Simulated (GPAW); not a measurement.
# Si2MoN4 (MoSi2N4-type monolayer): sheet polarisability

Aim: the sheet polarisability of Si2MoN4 (MoSi2N4-type monolayer), with and without local fields.

Method: LDA and many-body steps on it, plane waves, in GPAW 26.7.0.

## (1) Starting point

The cell holds 7 atoms: 1 Mo, 4 N and 2 Si. Its edges and angles: a = 2.866 Å, b = 2.866 Å, c = 17.900 Å, α = 90.0°, β = 90.0°, γ = 120.0°. Vacuum lies along c.

As a file:

```xyz
7
Lattice="2.8663 0.0000 0.0000 -1.4332 2.4823 0.0000 0.0000 0.0000 17.9000" Properties=species:S:1:pos:R:3
Mo    0.0000    0.0000    8.9500
N     0.0000    1.6549   10.1750
N     0.0000    1.6549    7.7250
Si    0.0000    1.6549   11.9105
Si    0.0000    1.6549    5.9895
N     1.4332    0.8274   12.4173
N     1.4332    0.8274    5.4827
```

The structure was relaxed with LDA. The runs that relaxed it are not among those shown.

## (2) Empty states on the mesh, 15×15×1 mesh, 103 bands

This step: GPAW 26.7.0; DFT, LDA, plane waves, PAW.

The sums over transitions need many empty states on a uniform mesh; this step solves for them.

The input, run.py:

```python
import json
import numpy as np
from gpaw.mpi import world
from gpaw import GPAW

calc = GPAW('gs.gpw').fixed_density(kpts={'size': (15, 15, 1), 'gamma': True},
    nbands=120,
    convergence={'bands': 103},
    txt='nscf.txt')
calc.write('full.gpw', mode='all')
res = {}
kpts = calc.get_ibz_k_points()
res['kpts'] = kpts
res['eigenvalues'] = [calc.get_eigenvalues(kpt=k) for k in range(len(kpts))]
res['n_electrons'] = calc.get_number_of_electrons()

if world.rank == 0:
    with open('result.json', 'w') as f:
        json.dump(res, f, default=lambda x: x.tolist())
```

Command:

```sh
> mpirun -n 8 gpaw python run.py
```

Numbers of over 12 decimals in the logs are rounded to 6 here.

What it wrote:

```text
Diagonalizing LCAO Hamiltonian
Converting LCAO to pw mode
convergence criteria:
- Maximum integral of absolute [eigenst]ate change: 4e-08 eV^2 / valence electron
maximum number of iterations: 100

SCF iterations
|iter     |     time |      energy | eigst |  dens |
|iter:   1|  |             | +3.81 |       |
|iter:   2|  |             | +2.56 |       |
|iter:   3|  |             | +1.52 |       |
[...]
|iter:  12|  |             | -6.80 |       |
|iter:  13|  |             | -7.15 |       |
|iter:  14|  |             | -7.77c|       |
SCF steps: 14
  __  _  _
 | _ |_)|_||  |
 |__||  | ||/\| - 26.7.0

Input parameters:
  mode=PW(ecut=600.0),
  convergence={'bands': 103},
  gpts=array([ 18,  18, 105]),
  kpts=MonkhorstPack(size=(15, 15, 1), gamma=True),
  maxiter=100,
  nbands=120,
  occupations=Occupations(name='fermi-dirac', width=0.001, fixmagmom=False),
  parallel={},
  xc=XC(name='LDA')
# Writing to full.gpw (mode='all')
  [... matrices ...]

timing:  # [seconds]
  Total: 0.500  # ━━━━━━━━━━━━━━━━━━━━━━━━━━━━━━━━━━━━━━━━━━━━━━━━━━━━━━━━━━━
```

The job ended after 1.8 min (8 MPI ranks of Intel Xeon Platinum 8375C at 2.90GHz (Ice Lake), shared host; peak memory 1.9 GiB).

This step gave:

```yaml
gap: 1.756 eV
k_of_the_valence_top: 0, 0, 0
k_of_the_conduction_bottom: 0.3333, 0.3333, 0
least_direct_gap: 2.161 eV
k_points_computed: 27
lowest_point_of_the_top_converged_band_above_the_valence_top: 36.46 eV
```

On this mesh the gap is 1.756 eV.

## (3) RPA response

The response function is computed on a frequency grid, with local fields up to the given cutoff.

This step: linear response, RPA, on LDA, plane waves, PAW.

The input, run.py:

```python
import json
import numpy as np
from gpaw.mpi import world
from gpaw.response.df import DielectricFunction

df = DielectricFunction('full.gpw',
    ecut=50,
    nbands=103,
    eta=0.2,
    frequencies={'type': 'nonlinear', 'domega0': 0.05, 'omega2': 10.0},
    intraband=False,
    truncation='2D',
    txt='df.txt')
res = {'optical': {}, 'eels': []}
for d in 'x':
    y0, y = df.get_polarizability(direction=d, xc='RPA', filename=None)
    res['optical'][d] = [y0.real, y0.imag, y.real, y.imag]
res['w'] = df.get_frequencies()
for q_c in [[0.0666666667, 0, 0], [0.2, 0, 0], [0.4666666667, 0, 0], [0.8, 0, 0], [1.2, 0, 0]]:
    res['eels'].append(df.get_eels_spectrum(q_c=q_c, xc='RPA', filename=None))

if world.rank == 0:
    with open('result.json', 'w') as f:
        json.dump(res, f, default=lambda x: x.tolist())
```

Command:

```sh
> mpirun -n 8 gpaw python run.py
```

What it wrote:

```text
Using integrator: PointIntegrator
NonLinearFrequencyDescriptor(from 0.000 to 101.413 eV, 391 points)
Nonperiodic BCs:  [False False  True]
Using integrator: PointIntegrator
NonLinearFrequencyDescriptor(from 0.000 to 101.413 eV, 391 points)
Nonperiodic BCs:  [False False  True]

Calculating chi0 body with:
    Ground state adapter containing:
    Number of spins: 1
    Number of kpoints: 225
    Number of irreducible kpoints: 27
    Number of completely occupied states: 21
    Number of partially occupied states: 21
    Occupied states memory: 10.901184 M / cpu

    Linear response parametrization:
    q_c: [0.0, 0.0, 0.0]
    Number of frequency points: 391
    Planewave cutoff: 50.0
    Number of bands: 103
    Number of planewaves: 111
    Broadening (eta): 0.2
    comm.size: 8
    kncomm.size: 8
    blockcomm.size: 1

    Memory estimate of potentially large arrays:
        chi0_wGG: 73.509384 M / cpu
Integrating chi0 body.

Symmetries of q_c:
    Direct symmetries (Uq -> q): 12
    Indirect symmetries (TUq -> q): 12
In total 24 allowed symmetries.

  [... matrices ...]
27 groups of equivalent kpoints. 88.0% reduction.

Integral kind: spectral function

Calculating chi0 optical extensions with:
    Ground state adapter containing:
    Number of spins: 1
    Number of kpoints: 225
    Number of irreducible kpoints: 27
    Number of completely occupied states: 21
    Number of partially occupied states: 21
    Occupied states memory: 10.901184 M / cpu

    Linear response parametrization:
    Number of frequency points: 391
    Planewave cutoff: 50.0
    Number of bands: 103
    Number of planewaves: 111
    Broadening (eta): 0.2
Integrating chi0 head and wings.

Symmetries of q_c:
    Direct symmetries (Uq -> q): 12
    Indirect symmetries (TUq -> q): 12
In total 24 allowed symmetries.

  [... matrices ...]
27 groups of equivalent kpoints. 88.0% reduction.

Integral kind: spectral function wings

Calculating chi0 body with:
    Ground state adapter containing:
    Number of spins: 1
    Number of kpoints: 225
    Number of irreducible kpoints: 27
    Number of completely occupied states: 21
    Number of partially occupied states: 21
    Occupied states memory: 10.901184 M / cpu

    Linear response parametrization:
    q_c: [0.0666666667, 0.0, 0.0]
    Number of frequency points: 391
    Planewave cutoff: 50.0
    Number of bands: 103
    Number of planewaves: 109
    Broadening (eta): 0.2
    comm.size: 8
    kncomm.size: 8
    blockcomm.size: 1

    Memory estimate of potentially large arrays:
        chi0_wGG: 70.884262 M / cpu
Integrating chi0 body.

Symmetries of q_c:
    Direct symmetries (Uq -> q): 4
    Indirect symmetries (TUq -> q): 0
In total 4 allowed symmetries.

  [... matrices ...]
120 groups of equivalent kpoints. 46.666667% reduction.

Integral kind: spectral function

[... 4 further calls ...]
```

Elapsed: 3.3 min, on 8 MPI ranks; peak memory 4.2 GiB; 25 min of CPU time.

Numbers from this step:

| Quantity | Value |
| --- | --- |
| static polarisability of the sheet (Å) | 5.461 |
| the same without local fields | 5.719 |

The static value is 5.46.

The Im polarisability of the sheet has structure finer than the step of the table below, so its rows give means over 1 eV, whole bins alone (the curve runs from 0 to 39.8 eV). Peaks (eV: height): xx, no local fields 4.2: 6.50, 6.6: 6.36, 8.4: 5.39, 9.8: 5.50; xx, local fields 4.2: 7.09, 6.6: 5.99, 8.4: 5.02.

RPA, broadening 0.2 eV. The Im polarisability of the sheet by photon energy; means over each step:

```csv
photon energy (eV),"xx, no local fields (Å)","xx, local fields (Å)"
1,0.147,0.134
2,1.13,0.981
3,4.00,3.53
4,5.46,5.68
5,3.24,3.61
6,5.33,5.20
7,5.62,5.24
8,4.67,4.31
9,4.73,4.40
10,4.79,4.37
11,3.40,3.07
12,3.21,2.85
13,2.64,2.44
14,2.23,2.17
15,1.52,1.52
16,1.40,1.32
17,1.51,1.40
18,1.29,1.29
19,1.01,1.05
20,0.850,0.851
21,0.724,0.772
22,0.442,0.485
23,0.413,0.441
24,0.321,0.363
25,0.290,0.311
26,0.278,0.285
27,0.279,0.274
28,0.266,0.256
29,0.259,0.236
30,0.236,0.220
31,0.215,0.191
32,0.210,0.177
33,0.216,0.174
34,0.186,0.180
35,0.150,0.165
36,0.153,0.154
37,0.195,0.155
38,0.547,0.199
39,0.631,0.233
```

## (4) RPA response, local-field cutoff (15×15×1 mesh, 103 bands, screening to 100 eV, broadening 0.2 eV)

run.py: that of step 3 with these lines changed.

```diff
@@ -6,3 +6,3 @@
 df = DielectricFunction('full.gpw',
-    ecut=50,
+    ecut=100,
     nbands=103,
@@ -18,3 +18,3 @@
 res['w'] = df.get_frequencies()
-for q_c in [[0.0666666667, 0, 0], [0.2, 0, 0], [0.4666666667, 0, 0], [0.8, 0, 0], [1.2, 0, 0]]:
+for q_c in [[0.4666666667, 0, 0]]:
     res['eels'].append(df.get_eels_spectrum(q_c=q_c, xc='RPA', filename=None))
```

Command:

```sh
> mpirun -n 8 gpaw python run.py
```

What it wrote:

```text
Using integrator: PointIntegrator
NonLinearFrequencyDescriptor(from 0.000 to 101.413 eV, 391 points)
Nonperiodic BCs:  [False False  True]
Using integrator: PointIntegrator
NonLinearFrequencyDescriptor(from 0.000 to 101.413 eV, 391 points)
Nonperiodic BCs:  [False False  True]

Calculating chi0 body with:
    Ground state adapter containing:
    Number of spins: 1
    Number of kpoints: 225
    Number of irreducible kpoints: 27
    Number of completely occupied states: 21
    Number of partially occupied states: 21
    Occupied states memory: 10.901184 M / cpu

    Linear response parametrization:
    q_c: [0.0, 0.0, 0.0]
    Number of frequency points: 391
    Planewave cutoff: 100.0
    Number of bands: 103
    Number of planewaves: 299
    Broadening (eta): 0.2
    comm.size: 8
    kncomm.size: 8
    blockcomm.size: 1

    Memory estimate of potentially large arrays:
        chi0_wGG: 533.383041 M / cpu
Integrating chi0 body.

Symmetries of q_c:
    Direct symmetries (Uq -> q): 12
    Indirect symmetries (TUq -> q): 12
In total 24 allowed symmetries.

  [... matrices ...]
27 groups of equivalent kpoints. 88.0% reduction.

Integral kind: spectral function

Calculating chi0 optical extensions with:
    Ground state adapter containing:
    Number of spins: 1
    Number of kpoints: 225
    Number of irreducible kpoints: 27
    Number of completely occupied states: 21
    Number of partially occupied states: 21
    Occupied states memory: 10.901184 M / cpu

    Linear response parametrization:
    Number of frequency points: 391
    Planewave cutoff: 100.0
    Number of bands: 103
    Number of planewaves: 299
    Broadening (eta): 0.2
Integrating chi0 head and wings.

Symmetries of q_c:
    Direct symmetries (Uq -> q): 12
    Indirect symmetries (TUq -> q): 12
In total 24 allowed symmetries.

  [... matrices ...]
27 groups of equivalent kpoints. 88.0% reduction.

Integral kind: spectral function wings

Calculating chi0 body with:
    Ground state adapter containing:
    Number of spins: 1
    Number of kpoints: 225
    Number of irreducible kpoints: 27
    Number of completely occupied states: 21
    Number of partially occupied states: 21
    Occupied states memory: 10.901184 M / cpu

    Linear response parametrization:
    q_c: [0.4666666667, 0.0, 0.0]
    Number of frequency points: 391
    Planewave cutoff: 100.0
    Number of bands: 103
    Number of planewaves: 292
    Broadening (eta): 0.2
    comm.size: 8
    kncomm.size: 8
    blockcomm.size: 1

    Memory estimate of potentially large arrays:
        chi0_wGG: 508.700927734375 M / cpu
Integrating chi0 body.

Symmetries of q_c:
    Direct symmetries (Uq -> q): 4
    Indirect symmetries (TUq -> q): 0
In total 4 allowed symmetries.

  [... matrices ...]
120 groups of equivalent kpoints. 46.666667% reduction.

Integral kind: spectral function
```

Elapsed: 90 s, on 8 MPI ranks; peak memory 13 GiB.

Numbers from this step:

| Property | Result |
| --- | --- |
| static polarisability of the sheet (Å) | 5.367 |
| the same without local fields | 5.719 |

The static value is 5.37.

## (5) RPA response, fewer bands (15×15×1 mesh, 23 bands, screening to 50 eV, broadening 0.2 eV)

run.py: that of step 4 with these lines changed.

```diff
@@ -6,4 +6,4 @@
 df = DielectricFunction('full.gpw',
-    ecut=100,
-    nbands=103,
+    ecut=50,
+    nbands=23,
     eta=0.2,
@@ -18,3 +18,3 @@
 res['w'] = df.get_frequencies()
-for q_c in [[0.4666666667, 0, 0]]:
+for q_c in []:
     res['eels'].append(df.get_eels_spectrum(q_c=q_c, xc='RPA', filename=None))
```

Command:

```sh
> mpirun -n 8 gpaw python run.py
```

What it wrote:

```text
Using integrator: PointIntegrator
NonLinearFrequencyDescriptor(from 0.000 to 65.635 eV, 354 points)
Nonperiodic BCs:  [False False  True]
Using integrator: PointIntegrator
NonLinearFrequencyDescriptor(from 0.000 to 65.635 eV, 354 points)
Nonperiodic BCs:  [False False  True]

Calculating chi0 body with:
    Ground state adapter containing:
    Number of spins: 1
    Number of kpoints: 225
    Number of irreducible kpoints: 27
    Number of completely occupied states: 21
    Number of partially occupied states: 21
    Occupied states memory: 10.901184 M / cpu

    Linear response parametrization:
    q_c: [0.0, 0.0, 0.0]
    Number of frequency points: 354
    Planewave cutoff: 50.0
    Number of bands: 23
    Number of planewaves: 111
    Broadening (eta): 0.2
    comm.size: 8
    kncomm.size: 8
    blockcomm.size: 1

    Memory estimate of potentially large arrays:
        chi0_wGG: 66.553253 M / cpu
Integrating chi0 body.

Symmetries of q_c:
    Direct symmetries (Uq -> q): 12
    Indirect symmetries (TUq -> q): 12
In total 24 allowed symmetries.

  [... matrices ...]
27 groups of equivalent kpoints. 88.0% reduction.

Integral kind: spectral function

Calculating chi0 optical extensions with:
    Ground state adapter containing:
    Number of spins: 1
    Number of kpoints: 225
    Number of irreducible kpoints: 27
    Number of completely occupied states: 21
    Number of partially occupied states: 21
    Occupied states memory: 10.901184 M / cpu

    Linear response parametrization:
    Number of frequency points: 354
    Planewave cutoff: 50.0
    Number of bands: 23
    Number of planewaves: 111
    Broadening (eta): 0.2
Integrating chi0 head and wings.

Symmetries of q_c:
    Direct symmetries (Uq -> q): 12
    Indirect symmetries (TUq -> q): 12
In total 24 allowed symmetries.

  [... matrices ...]
27 groups of equivalent kpoints. 88.0% reduction.

Integral kind: spectral function wings
```

Wall time 14 s (8 MPI ranks); peak memory 3.6 GiB.

Numbers from this step:

```
static polarisability of the sheet (Å) : 2.622
the same without local fields          : 2.760
```

## (6) RPA response, scissors (15×15×1 mesh, 103 bands, screening to 50 eV, broadening 0.2 eV)

run.py: that of step 5 with these lines changed.

```diff
@@ -7,3 +7,3 @@
     ecut=50,
-    nbands=23,
+    nbands=103,
     eta=0.2,
@@ -12,2 +12,3 @@
     truncation='2D',
+    eshift=1.5,
     txt='df.txt')
```

Command:

```sh
> mpirun -n 8 gpaw python run.py
```

What it wrote:

```text
Using integrator: PointIntegrator
NonLinearFrequencyDescriptor(from 0.000 to 101.413 eV, 391 points)
Nonperiodic BCs:  [False False  True]
Using integrator: PointIntegrator
NonLinearFrequencyDescriptor(from 0.000 to 101.413 eV, 391 points)
Nonperiodic BCs:  [False False  True]

Calculating chi0 body with:
    Ground state adapter containing:
    Number of spins: 1
    Number of kpoints: 225
    Number of irreducible kpoints: 27
    Number of completely occupied states: 21
    Number of partially occupied states: 21
    Occupied states memory: 10.901184 M / cpu

[...]
Ground state adapter containing:
    Number of spins: 1
    Number of kpoints: 225
    Number of irreducible kpoints: 27
    Number of completely occupied states: 21
    Number of partially occupied states: 21
    Occupied states memory: 10.901184 M / cpu

    Linear response parametrization:
    Number of frequency points: 391
    Planewave cutoff: 50.0
    Number of bands: 103
    Number of planewaves: 111
    Broadening (eta): 0.2
Integrating chi0 head and wings.

Symmetries of q_c:
    Direct symmetries (Uq -> q): 12
    Indirect symmetries (TUq -> q): 12
In total 24 allowed symmetries.

  [... matrices ...]
27 groups of equivalent kpoints. 88.0% reduction.

Integral kind: spectral function wings
```

Elapsed: 33 s, on 8 MPI ranks; peak memory 4 GiB.

Numbers from this step:

```
static polarisability of the sheet (Å) : 4.330
the same without local fields          : 4.510
```

The static value is 4.33.

The Im polarisability of the sheet has structure finer than the step of the table below, so its rows give means over 1 eV, whole bins alone (the curve runs from 0 to 39.8 eV). Peaks (eV: height): xx, no local fields 5.6: 6.48, 8.0: 6.37, 9.8: 5.47, 11.2: 5.55; xx, local fields 5.8: 7.11, 8.0: 6.03, 9.8: 5.06.

RPA, broadening 0.2 eV. Table of Im polarisability of the sheet by photon energy; means over each step:

```csv
photon energy (eV),"xx, no local fields (Å)","xx, local fields (Å)"
1,0.0429,0.0405
2,0.113,0.106
3,0.404,0.363
4,2.59,2.23
5,4.95,4.63
6,4.44,5.09
7,4.00,4.09
8,6.00,5.69
9,4.76,4.41
10,4.91,4.57
11,5.00,4.56
12,3.92,3.60
13,3.30,2.95
14,2.92,2.65
15,2.49,2.35
16,1.83,1.85
17,1.43,1.40
18,1.44,1.32
19,1.41,1.38
20,1.17,1.20
21,0.907,0.937
22,0.821,0.831
23,0.564,0.630
24,0.414,0.438
25,0.372,0.418
26,0.300,0.332
27,0.285,0.299
28,0.280,0.281
29,0.273,0.266
30,0.264,0.246
31,0.250,0.231
32,0.225,0.208
33,0.211,0.182
34,0.213,0.176
35,0.209,0.177
36,0.162,0.177
37,0.151,0.158
38,0.159,0.154
39,0.336,0.174
```

## (7) RPA response, no empty band (15×15×1 mesh, 21 bands, screening to 30 eV, broadening 0.2 eV)

run.py: that of step 6 with these lines changed.

```diff
@@ -6,4 +6,4 @@
 df = DielectricFunction('full.gpw',
-    ecut=50,
-    nbands=103,
+    ecut=30,
+    nbands=21,
     eta=0.2,
@@ -12,3 +12,2 @@
     truncation='2D',
-    eshift=1.5,
     txt='df.txt')
```

Command:

```sh
> mpirun -n 8 gpaw python run.py
```

What it wrote:

```text
Using integrator: PointIntegrator
NonLinearFrequencyDescriptor(from 0.000 to 61.669 eV, 348 points)
Nonperiodic BCs:  [False False  True]
Using integrator: PointIntegrator
NonLinearFrequencyDescriptor(from 0.000 to 61.669 eV, 348 points)
Nonperiodic BCs:  [False False  True]

Calculating chi0 body with:
    Ground state adapter containing:
    Number of spins: 1
    Number of kpoints: 225
    Number of irreducible kpoints: 27
    Number of completely occupied states: 21
    Number of partially occupied states: 21
    Occupied states memory: 10.901184 M / cpu

[...]
Ground state adapter containing:
    Number of spins: 1
    Number of kpoints: 225
    Number of irreducible kpoints: 27
    Number of completely occupied states: 21
    Number of partially occupied states: 21
    Occupied states memory: 10.901184 M / cpu

    Linear response parametrization:
    Number of frequency points: 348
    Planewave cutoff: 30.0
    Number of bands: 21
    Number of planewaves: 57
    Broadening (eta): 0.2
Integrating chi0 head and wings.

Symmetries of q_c:
    Direct symmetries (Uq -> q): 12
    Indirect symmetries (TUq -> q): 12
In total 24 allowed symmetries.

  [... matrices ...]
27 groups of equivalent kpoints. 88.0% reduction.

Integral kind: spectral function wings
```

The job ended after 12 s (8 MPI ranks; peak memory 2.8 GiB; 85 s of CPU time).

Numbers from this step:

```
static polarisability of the sheet (Å) : 0
the same without local fields          : 0
```

The run ended normally, though the input holds a fault or crude settings.

The fault put into this input: no empty band.

## (8) The runs together

Times are wall times on 8 MPI ranks of Intel Xeon Platinum 8375C at 2.90GHz (Ice Lake), shared host, good to a factor of about two.

The polarisability of a sheet is α = (ε − 1) L / 4π, with L the height of the cell, and does not depend on L.

```csv
run,static polarisability (Å),without local fields,time
RPA response,5.46,5.72,3.3 min
"RPA response, local-field cutoff (15×15×1 mesh, 103 bands, screening to 100 eV, broadening 0.2 eV)",5.37,5.72,90 s
"RPA response, fewer bands (15×15×1 mesh, 23 bands, screening to 50 eV, broadening 0.2 eV)",2.62,2.76,14 s
"RPA response, scissors (15×15×1 mesh, 103 bands, screening to 50 eV, broadening 0.2 eV)",4.33,4.51,33 s
```

## (9) Summary of results

```yaml
rpa_response: static polarisability (Å) 5.46
rpa_response_local_field_cutoff_15x15x1_mesh_103_bands_screening_to_100_ev_broadening_0p2_ev: static polarisability (Å) 5.37
rpa_response_fewer_bands_15x15x1_mesh_23_bands_screening_to_50_ev_broadening_0p2_ev: static polarisability (Å) 2.62
rpa_response_scissors_15x15x1_mesh_103_bands_screening_to_50_ev_broadening_0p2_ev: static polarisability (Å) 4.33
```

In the optical limit the electronic static polarisability (Å) is 5.46, against 5.72 without local fields. RPA response, local-field cutoff (15×15×1 mesh, 103 bands, screening to 100 eV, broadening 0.2 eV): static polarisability (Å) = 5.37. RPA response, fewer bands (15×15×1 mesh, 23 bands, screening to 50 eV, broadening 0.2 eV): static polarisability (Å) = 2.62. RPA response, scissors (15×15×1 mesh, 103 bands, screening to 50 eV, broadening 0.2 eV): static polarisability (Å) = 4.33. ε(0) converges slowly with a Γ-centred mesh, and this one is not shown settled. Unless a shift is named, the levels are those of the density functional, and only a kernel with a long-range part can bind an exciton.

[Paths, hosts, dates, memory and timing lines, banners, echoed tables and standing remarks are left out of the program output.]

[Logs are printed without paths, hosts, clocks, repeated set-up lines and the standing remarks that a program may print on its own settings, such as how far it seeks lower states.]

[Runs of the session that timed out or met a known fault of the program may be left out.]

[Hosts, paths, dates, database ids (printed as entryN), source tags and the programs' standing remarks are cut or masked in the printed files.]
